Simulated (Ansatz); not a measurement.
Rows from a G0W0 calculation on SnO2 (Pnnm) (Ansatz 0.2.0; G0W0 on LDA, plane waves, norm-conserving pseudopotentials; 4×4×4 mesh, 171 empty bands, screening to 100 eV, norm-conserving files), in eV. Spin-orbit coupling is left out.

```tsv
row	Σx	Σc	Vxc	Z
A	-15.80	-2.52	-19.21	0.79
B	-12.58	-4.71	-18.70	0.75
C	-26.14	4.86	-20.95	0.73
D	-26.22	5.03	-20.85	0.72
```

Question: Which rows are filled states and which are empty ones, and how can one tell?

Filled: C and D. Empty: A and B. The sign of Σc tells: for a filled state bare exchange, which holds its interaction with itself, lies below Vxc (Σx − Vxc is -5.2 eV or lower here) and screening gives part back as a positive Σc. For an empty state Σx lies above Vxc (+3.4 eV or more) and the Coulomb hole leaves Σc negative.

[Paths, hosts, dates, memory and timing lines, banners, echoed tables and standing remarks are left out of the program output.]

[Logs are printed without paths, hosts, clocks, repeated set-up lines and the standing remarks that a program may print on its own settings, such as how far it seeks lower states.]

[Runs of the session that timed out or met a known fault of the program may be left out.]

[Cells called generated may have been cut or substituted from an entry of the Crystallography Open Database or the Materials Project.]

[Hosts, paths, dates, database ids (printed as entryN), source tags and the programs' standing remarks are cut or masked in the printed files.]
